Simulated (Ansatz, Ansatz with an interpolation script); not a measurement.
Rows from a G0W0 calculation on ThCl4 (I4_1/amd) (Ansatz 0.2.0; G0W0 on LDA, plane waves, PAW; PAW set soft_1; 4×4×4 mesh, 704 empty bands, screening to 110 eV, PAW set soft_1 files), in eV. Spin-orbit coupling is left out.

```csv
row,k,band,start,Σx,Σc at the solution,Vxc
A,Γ,c3,7.663,-15.744,-7.525,-25.884
B,Γ,v3,3.560,-21.693,2.536,-18.301
C,Γ,v2,3.564,-20.977,2.909,-17.034
D,Γ,v1,3.977,-21.501,2.695,-17.848
E,Γ,c2,7.636,-15.254,-7.602,-25.450
F,Γ,c1,7.628,-13.673,-6.682,-22.652
```

Give the quasiparticle energies and the shift of each level.

The quasiparticle equation reads E = start + Σx + Σc(E) − Vxc.

```csv
row,E (eV),shift (eV)
A,10.279,+2.615
B,2.705,−0.855
C,2.530,−1.033
D,3.019,−0.957
E,10.230,+2.594
F,9.925,+2.296
```

Limits: not at the basis limit; f levels unsure; no spin-orbit coupling.

[Paths, hosts, dates, memory and timing lines, banners, echoed tables and standing remarks are left out of the program output.]

[Logs are printed without paths, hosts, clocks, repeated set-up lines and the standing remarks that a program may print on its own settings, such as how far it seeks lower states.]

[Runs of the session that timed out or met a known fault of the program may be left out.]

[Hosts, paths, dates, database ids (printed as entryN), source tags and the programs' standing remarks are cut or masked in the printed files.]
